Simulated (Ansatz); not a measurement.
Two G0W0 runs on CsPbBr3 (Pm-3m).

```
Cs Pb Br
1.0
     5.94863    0.00000    0.00000
     0.00000    5.94863    0.00000
     0.00000    0.00000    5.94863
Cs Pb Br
1 1 3
Direct
  0.00000 0.00000 0.00000
  0.50000 0.50000 0.50000
  0.50000 0.50000 0.00000
  0.50000 0.00000 0.50000
  0.00000 0.50000 0.50000
```

The cell and positions are those that the Materials Project relaxed with its own functionals (PBE, PBE+U or r2SCAN), kept fixed. Spin-orbit coupling is left out unless a run names it.

The first (Ansatz 0.2.0; start PBE, 2×2×2 mesh, 878 empty bands, screening to 150 eV, PAW set soft_1 files; 1 × NVIDIA H100 80GB HBM3 (shared by 6 runs) with 3 threads of AMD EPYC 7R13 (Zen 3), shared host) gave, on its mesh: starting gap 1.62 eV, G0W0 gap 2.72 eV, RPA ε∞ (mean) 9.86, 17 s.

Question: The second changes start from PBE to PBE with 50 % screened exact exchange. What does it give?

It gave: starting gap 3.16 eV, G0W0 gap 3.65 eV, RPA ε∞ (mean) 4.33, 60 s. The G0W0 gap moves by +0.93 eV, +1.54 eV from the start and −0.61 eV from the correction. Σc changes by −0.54 eV at the valence top and +0.37 eV at the conduction bottom, and Σx − Vxc between them by −1.52 eV.

Limits: not at the basis limit; no spin-orbit coupling; coarse k mesh.

[Paths, hosts, dates, memory and timing lines, banners, echoed tables and standing remarks are left out of the program output.]

[Logs are printed without paths, hosts, clocks, repeated set-up lines and the standing remarks that a program may print on its own settings, such as how far it seeks lower states.]

[Runs of the session that timed out or met a known fault of the program may be left out.]

[Cells called generated may have been cut or substituted from an entry of the Crystallography Open Database or the Materials Project.]

[Hosts, paths, dates, database ids (printed as entryN), source tags and the programs' standing remarks are cut or masked in the printed files.]
